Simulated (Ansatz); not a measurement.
# Lattice dynamics of AgS4F (built on the sites of a database entry of AgClO4), part 2 of 2

Task: relax AgS4F (built on the sites of a database entry of AgClO4), then find its harmonic phonons.

Ansatz 0.2.0; DFT PBEsol, scalar-relativistic, plane waves, PAW.

So far. Step 4 (Relaxing to small forces for the phonons): The largest force component left is 0.069 meV/Å and the pressure is 0.009 GPa, within the tolerances set. The cell now holds 24.82 Å³/atom. Step 5 (Linear response at the zone centre): Before it was imposed, the acoustic sum rule was missed by 3.9e-5 eV/Å². Small misses are needed for a sound result but don't prove that mesh and cutoff are converged. The relaxed cell has a = 8.414 Å (conventional setting).

The structure was built from a prototype and need not be the compound's stable phase.

### Step 6. The dispersion

Stability and thermal properties need the whole zone. Linear response on a 2×2×2 q mesh gives force constants as far as a supercell of that size would.

input.yaml reads:

```yaml
crystal:
  lattice:
    - [0.0, 4.2070857375, 4.2070857375]
    - [4.2070857375, 0.0, 4.2070857375]
    - [4.2070857375, 4.2070857375, 0.0]
  atoms:
    - { symbol: Ag, position: [0.5, 0.5, 0.5] }
    - { symbol: F, position: [0.0, 0.0, 0.0] }
    - { symbol: S, position: [0.1515227775, 0.1515227775, 0.1515227775] }
    - { symbol: S, position: [0.5454316674, 0.1515227775, 0.1515227775] }
    - { symbol: S, position: [0.1515227775, 0.1515227775, 0.5454316674] }
    - { symbol: S, position: [0.1515227775, 0.5454316674, 0.1515227775] }
kpoints:
  mp_grid: { grid: [8, 8, 8] }
hamiltonian:
  xc: pbesol
scf:
  occupations: { method: methfessel_paxton, width: 0.2 }
output:
  eigenvalues: true
phonons:
  method: dfpt
  qmesh: [2, 2, 2]
  temperatures: { t_max: 1000, t_step: 50 }
  qpath:
    path:
      - [[0.0, 0.0, 0.0], [-0.5, -0.5, 0.0], [-0.375, -0.375, 0.25]]
      - [[-0.375, 0.0, 0.375], [0.0, 0.0, 0.0], [0.0, 0.0, 0.5], [-0.5, -0.25, 0.25], [-0.5, -0.5, 0.0]]
    npoints: 10
```

On the command line:

```sh
$ ansatz run input.yaml --threads 8 --pin off --max-ram 14336MiB --backend cpu --events-out ev --progress --plain --runs-dir out
```

Numbers of over 12 decimals in the logs are rounded to 6 here.

The program printed:

```text
Warning: phonons: the dynamical matrix that this run interpolates holds no multipole term above the dipole-dipole one, and a site of this crystal is no centre of inversion, so its interpolated transverse optical and acoustic branches and sound speeds can stay off near Gamma, and the density of states and the thermodynamics with them. What a run solves at a wave vector of phonons.qpoints, Gamma apart, where the deck admits one, is free of this, and under fd what a larger phonons.supercell samples
[...]
Crystal: 6 atoms, lattice volume = 148.927 Å³
Basis set: ecut = 420 eV, 2891 PW (Γ), exchange–correlation on 80×80×80 points (8 copies of the dense FFT grid, shifted against one another)
Bands: 31, of which v1, the nominal top of the filled ones, is band 25 counted from 1 (24 counted from 0)
Symmetry: 24 space group operations
k-points: 29 of 512 (time reversal used)
[...]
SCF iter   1: F=—  HF=-11854.709290 eV  |F-HF|=—  |Δ(HF+E_count)|=         —  Δρ=2.10e-2  dr2=1.07e0  ethr=1.77e-3  ⟨swp⟩=5.5  Hψ=3757  notcnv=0
[...]
SCF iter  15: F=-11854.533232 eV  HF=-11854.533232 eV  |F-HF|=1.82e-12  |Δ(HF+E_count)|=  3.64e-12  S|Δr|=    0.00e0  Δρ=2.79e-8  dr2=1.80e-12  ethr=1.00e-12  ⟨swp⟩=5.1  Hψ=3737  notcnv=0
SCF 1 converged in 15 iterations: F = -11854.533232 eV  dr2 = 1.80e-12
[...]
SCF iter  10: F=-11854.533232 eV  HF=-11854.533232 eV  |F-HF|=0.00e0  |Δ(HF+E_count)|=  1.82e-12  S|Δr|=    0.00e0  Δρ=3.66e-9  dr2=1.69e-14  ethr=1.00e-12  ⟨swp⟩=3.0  Hψ=1733  notcnv=0
SCF 2 converged in 10 iterations: F = -11854.533232 eV  dr2 = 1.69e-14
phonons: the bands overlap, so this run is a metal and interpolates without the dipole-dipole term. If the crystal is really an insulator or semiconductor, its LO-TO splitting is missing
NSCF: frozen V_eff on 29 k-points
[...]
DFPT response loops at q = (0, 0, 0) (fractional): preconditioner auto → none (partly filled bands, converged f_vac=0.158); β = 0.50; Broyden in place of MSR1
[...]
SCF converged after 15 iterations
[...]
Free energy (F): -11854.533232 eV
[...]
Internal energy: -11854.503793 eV  (E = F + TS)
E sigma→0 (E₀):  -11854.525872 eV
Entropy (-TS):   -0.029439 eV (-4.907 meV/atom)
Fermi energy:    4.391869 eV
[...]
--- Band table (eV; the first three rows and the last of 29) ---
  k-point 0: bands = [... 21 lower, 1.6024, 1.6024, 4.4901, 4.9959, 4.9959, 4.9959, 6.0738, 6.0738, ... 2 higher]
  k-point 1: bands = [... 21 lower, 1.6424, 1.6424, 4.5334, 4.8547, 4.8547, 4.9987, 6.0307, 6.1050, ... 2 higher]
  k-point 2: bands = [... 21 lower, 1.6280, 1.6280, 4.4464, 4.5725, 4.5725, 5.0056, 6.0915, 6.1464, ... 2 higher]
  k-point 28: bands = [... 21 lower, 1.3837, 1.6076, 4.0274, 4.2983, 4.3820, 4.5690, 5.2274, 6.0723, ... 2 higher]
--- Phonons (Γ-DFPT): 3 representative perturbations + reference (Σ response iterations 10) ---
  ASR residual: 4.024e-5 → 0.000e0 eV/Å²; symmetrization residual: 7.574e-7 eV/Å²
  ASR residual per site (eV/Å²): 2.16e-7 4.02e-5 6.13e-6 6.13e-6 6.13e-6 6.13e-6
[...]
--- Phonons (arbitrary-q DFPT): 3 irreducible q on the 2×2×2 mesh ---
  q = [0.0000, 0.0000, 0.0000] (star 1, of the zone-centre solve; hermiticity 2.28e-7, symmetrization 3.19e-12): -435.30 -435.30 -392.17 -392.17 -392.17 -81.25 -81.25 -81.25 -52.78 -52.78 -52.78 -35.06 -35.06 -35.06 -0.00 -0.00 0.00 324.40
  q = [0.0000, 0.0000, -0.5000] (star 4, 5 solved perturbations in 860 linear systems a pass and spin channel, the states on 260 of 512 k-point pairs; hermiticity 1.44e-5, symmetrization 1.93e-6): -472.77 -472.77 -393.12 -375.91 -375.91 -170.55 -170.55 -95.66 -80.55 -80.55 -68.37 -40.61 -40.36 -40.36 62.20 62.20 125.79 357.81
[...]
sum rule: each row above includes the acoustic sum rule's correction from the zone centre's row sums; it moved no ω² by more than (0.76 cm⁻¹)²
  mesh force constants: q→R imaginary residual 1.11e-17; ASR residual 4.024e-5 → 0.000e0 eV/Å²; symmetrization residual 7.105e-15 eV/Å²
  interpolated dispersion: 62 rows × 18 modes
  density of states and harmonic sums: on the 14×14×14 q-mesh, interpolated from the force constants of a 2×2×2 supercell (no non-analytic term)
  largest difference from the sums on the solved wave vectors: F 1.79e-2 eV, S 3.21e-5 and C_V 1.41e-5 eV/K
  zero-point energy: 0.041458 eV/cell   skipped modes (ω ≤ 0): 1436, of them read as no rigid motion or as one in doubt: 1433 (1.383e1 modes/cell left out, lowest -498.48 cm⁻¹)   left out of the sums: 7.69e-1 of the cell's modes: C_V's classical limit lies that fraction below 3 k_B per atom; for a crystal, a wire or a layer, F and S can be off by more, and a phonons.interpolated_qmesh denser along its periods is the remedy for the sampling
```

Wall time 2 min (8 threads of Arm Neoverse V2, shared host); peak memory 2.9 GiB.

Numbers from this step:

- sum-rule residual before enforcement: 4.02e-5 eV/Å²
- lowest frequency on the path: -498.5 cm⁻¹
- highest frequency on the path or at a solved wavevector: 362.4 cm⁻¹
- lowest mode on the q mesh (acoustic modes at Γ apart): -498.5 cm⁻¹

Frequencies (cm⁻¹) solved at each irreducible wavevector; negative means imaginary. Frequencies by wavevector, by row:

| q in reciprocal lattice units | star | mode 1 | mode 2 | mode 3 | mode 4 | mode 16 | mode 17 | mode 18 |
| --- | --- | --- | --- | --- | --- | --- | --- | --- |
| 0 0 0 | 1 | -435.3 | -435.3 | -392.2 | -392.2 | 0 | 0 | 324.4 |
| 0 0 -0.5 | 4 | -472.8 | -472.8 | -393.1 | -375.9 | 62.2 | 125.8 | 357.8 |
| 0 -0.5 -0.5 | 3 | -498.5 | -463 | -396.5 | -396.5 | 104.1 | 117.8 | 362.4 |

Interpolated from a 2×2×2 q mesh. The phonon branches at the labelled points (cm⁻¹):

| point | branch 1 | branch 2 | branch 3 | branch 4 | branch 15 | branch 16 | branch 17 | branch 18 |
| --- | --- | --- | --- | --- | --- | --- | --- | --- |
| Γ | -435 | -435 | -392 | -392 | 0 | 0 | 0 | 324 |
| halfway | -471 | -450 | -392 | -392 | 83 | 83 | 89 | 345 |
| X | -498 | -463 | -396 | -396 | 104 | 104 | 118 | 362 |
| halfway | -497 | -465 | -395 | -394 | 102 | 116 | 131 | 362 |
| U | -491 | -470 | -392 | -388 | 96 | 126 | 141 | 361 |
| jump to K | -491 | -470 | -392 | -388 | 96 | 126 | 141 | 361 |
| halfway | -464 | -461 | -389 | -384 | 58 | 97 | 108 | 346 |
| Γ | -435 | -435 | -392 | -392 | 0 | 0 | 0 | 324 |
| halfway | -456 | -456 | -392 | -382 | 52 | 52 | 101 | 341 |
| L | -473 | -473 | -393 | -376 | 62 | 62 | 126 | 358 |
| halfway | -482 | -473 | -390 | -381 | 84 | 124 | 133 | 359 |
| W | -490 | -473 | -393 | -383 | 94 | 139 | 147 | 360 |
| halfway | -495 | -467 | -395 | -391 | 97 | 128 | 136 | 361 |
| X | -498 | -463 | -396 | -396 | 104 | 104 | 118 | 362 |

Tetrahedra on a 14×14×14 mesh, mean over bins of 10 cm-1. Interpolated from a 2×2×2 q mesh. Table of phonon density of states by wavenumber; read off at these points:

| wavenumber (cm⁻¹) | phonon density of states (1/cm⁻¹/cell) |
| --- | --- |
| -495 | 0.0146 |
| -475 | 0.0638 |
| -445 | 0.00889 |
| -425 | 0 |
| -405 | 0 |
| -385 | 0.0975 |
| -375 | 0.0563 |
| -355 | 0.0135 |
| -335 | 0 |
| -305 | 0 |
| -285 | 0 |
| -265 | 0 |
| -235 | 0 |
| -215 | 0 |
| -195 | 0 |
| -165 | 0.0898 |
| -145 | 0.0328 |
| -125 | 0.0467 |
| -95 | 0.0513 |
| -75 | 0.0132 |
| -55 | 0.0342 |
| -45 | 0.179 |
| -35 | 0.0648 |
| -5 | 0.00353 |
| 15 | 0.00289 |
| 35 | 0.0042 |
| 65 | 0.0206 |
| 85 | 0.0388 |
| 105 | 0.0229 |
| 135 | 0.0432 |
| 155 | 0 |
| 175 | 0 |
| 205 | 0 |
| 225 | 0 |
| 245 | 0 |
| 275 | 0 |
| 295 | 0 |
| 315 | 0 |
| 345 | 0.0149 |
| 355 | 0.0636 |
| 365 | 0.0139 |

The partial phonon density of states has structure finer than the step of the table below, so its rows give means over 50 cm⁻¹, whole bins alone (the curve runs from -508 to 383 cm⁻¹). Peaks (cm⁻¹: height): Ag -42.7: 0.114; F -389.9: 0.0063, -165.9: 0.0052, -98.7: 0.0151, -65.1: 0.0217, -25.9: 0.00954, 91.7: 0.0177, 125.3: 0.0177; S -468.3: 0.0589, -389.9: 0.0988, -165.9: 0.0721, 130.9: 0.0291, 354.9: 0.0449.

Phonopy on the run's constants, 11x11x11 mesh, Gaussian sigma 6.4 cm-1. Interpolated from a 2×2×2 q mesh. Partial phonon density of states against wavenumber; means over each step; values in 1/cm⁻¹/cell:

| wavenumber (cm⁻¹) | Ag | F | S |
| --- | --- | --- | --- |
| -450 | 2.4e-5 | 7.6e-4 | 0.0231 |
| -400 | 1.2e-4 | 0.00237 | 0.0409 |
| -350 | 4.1e-5 | 4.5e-4 | 0.0161 |
| -300 | 0 | 0 | 0 |
| -250 | 0 | 0 | 0 |
| -200 | 9.4e-5 | 3.6e-4 | 0.00462 |
| -150 | 9.6e-4 | 0.00460 | 0.0448 |
| -100 | 0.00178 | 0.0116 | 0.0293 |
| -50 | 0.0513 | 0.0125 | 0.00839 |
| 0 | 0.00384 | 0.00259 | 0.00110 |
| 50 | 9.1e-4 | 0.00507 | 0.00598 |
| 100 | 7.9e-4 | 0.0137 | 0.0201 |
| 150 | 9.7e-5 | 0.00503 | 0.0106 |
| 200 | 0 | 0 | 0 |
| 250 | 0 | 0 | 0 |
| 300 | 0 | 0 | 2.2e-4 |
| 350 | 0 | 7.8e-6 | 0.0196 |

Symmetry leaves 3 wavevectors to solve. The lowest mode among them, the acoustic zeros apart, lies at q = (0, -0.5, -0.5) and is imaginary, 498.5i cm⁻¹, so the energy falls along it.

### Step 7. Another isotope, element Ag, natural mass 107.868 amu

An isotope changes the mass and not the force constants, so no new electronic calculation is needed; the shifts show which modes move this element.

The same force constants with the mass of Ag changed from 107.868 to 108.905 u (phonopy, no LO-TO term). Both lists are sorted by frequency; levels can cross, so a row need not hold one and the same mode. Modes under 3 cm⁻¹ are left out. Isotope shifts, by row, the first 40 of 51 rows:

| q | rank | natural mass (cm⁻¹) | changed mass (cm⁻¹) |
| --- | --- | --- | --- |
| 0 0 0 | 1 | -435.3 | -435.3 |
| 0 0 0 | 2 | -435.3 | -435.3 |
| 0 0 0 | 3 | -392.2 | -392.1 |
| 0 0 0 | 4 | -392.2 | -392.1 |
| 0 0 0 | 5 | -392.2 | -392.1 |
| 0 0 0 | 6 | -81.25 | -81.25 |
| 0 0 0 | 7 | -81.25 | -81.25 |
| 0 0 0 | 8 | -81.25 | -81.25 |
| 0 0 0 | 9 | -52.78 | -52.68 |
| 0 0 0 | 10 | -52.78 | -52.68 |
| 0 0 0 | 11 | -52.78 | -52.68 |
| 0 0 0 | 12 | -35.06 | -35.03 |
| 0 0 0 | 13 | -35.06 | -35.03 |
| 0 0 0 | 14 | -35.06 | -35.03 |
| 0 0 0 | 18 | 324.4 | 324.4 |
| 0 0 -0.5 | 1 | -472.8 | -472.8 |
| 0 0 -0.5 | 2 | -472.8 | -472.8 |
| 0 0 -0.5 | 3 | -393.1 | -393.1 |
| 0 0 -0.5 | 4 | -375.9 | -375.9 |
| 0 0 -0.5 | 5 | -375.9 | -375.9 |
| 0 0 -0.5 | 6 | -170.6 | -170.5 |
| 0 0 -0.5 | 7 | -170.6 | -170.5 |
| 0 0 -0.5 | 8 | -95.66 | -95.66 |
| 0 0 -0.5 | 9 | -80.55 | -80.52 |
| 0 0 -0.5 | 10 | -80.55 | -80.52 |
| 0 0 -0.5 | 11 | -68.37 | -68.3 |
| 0 0 -0.5 | 12 | -40.61 | -40.46 |
| 0 0 -0.5 | 13 | -40.36 | -40.2 |
| 0 0 -0.5 | 14 | -40.36 | -40.2 |
| 0 0 -0.5 | 15 | 62.2 | 62.17 |
| 0 0 -0.5 | 16 | 62.2 | 62.17 |
| 0 0 -0.5 | 17 | 125.8 | 125.8 |
| 0 0 -0.5 | 18 | 357.8 | 357.8 |
| 0 -0.5 -0.5 | 1 | -498.5 | -498.5 |
| 0 -0.5 -0.5 | 2 | -463 | -463 |
| 0 -0.5 -0.5 | 3 | -396.5 | -396.5 |
| 0 -0.5 -0.5 | 4 | -396.5 | -396.5 |
| 0 -0.5 -0.5 | 5 | -348.2 | -348.2 |
| 0 -0.5 -0.5 | 6 | -173.1 | -173.1 |
| 0 -0.5 -0.5 | 7 | -173.1 | -173.1 |

A mode of this element alone would shift by -0.48 %. The highest zone-centre frequency without the field goes from 324.4 to 324.4 cm⁻¹ (+0.0 %).

### Step 8. Isotope substitution, element S, natural mass 32.06 amu

The same for S, from 32.06 to 33.97 u.

A mode of this element alone would shift by -2.85 %. The highest zone-centre frequency without the field goes from 324.4 to 315.2 cm⁻¹ (-2.8 %).

### Step 9. Summary of results

- space group after relaxation (within 0.01 Å): F-43m
- volume per atom: 24.8 Å³
- electronic character: no gap on this mesh
- highest optical mode at the zone centre (no LO-TO term): 324 cm⁻¹
- lowest optical zone-centre mode: -435 cm⁻¹
- lowest mode on the q mesh (acoustic modes at Γ apart): -498 cm⁻¹
- highest frequency on the path or at a solved wavevector: 362 cm⁻¹
- imaginary modes on the 2×2×2 q mesh: yes

In words: Modes are clearly imaginary (beyond 10i cm⁻¹) at 3 of the 3 irreducible wavevectors, most at q = (0, -0.5, -0.5) (498.5i cm⁻¹), so this structure is not a minimum of the energy. The optical modes at Γ span -435 to 324 cm⁻¹ (negative means imaginary). The highest mode in this list at Γ, 324.4 cm⁻¹, is mostly motion of S (100 % of the kinetic energy). With no gap, or one that is small against the smearing, the frequencies hang on the k mesh and the smearing, most of all near Kohn anomalies. The starting cell was built on a prototype and not taken from a measurement, so the phase need not exist. These are harmonic frequencies at zero temperature: anharmonic shifts, linewidths and thermal expansion are left out.

[Logs are printed without paths, hosts, clocks, repeated set-up lines and the standing remarks that a program may print on its own settings, such as how far it seeks lower states.]

[Hosts, paths, dates, database ids (printed as entryN), source tags and the programs' standing remarks are cut or masked in the printed files.]
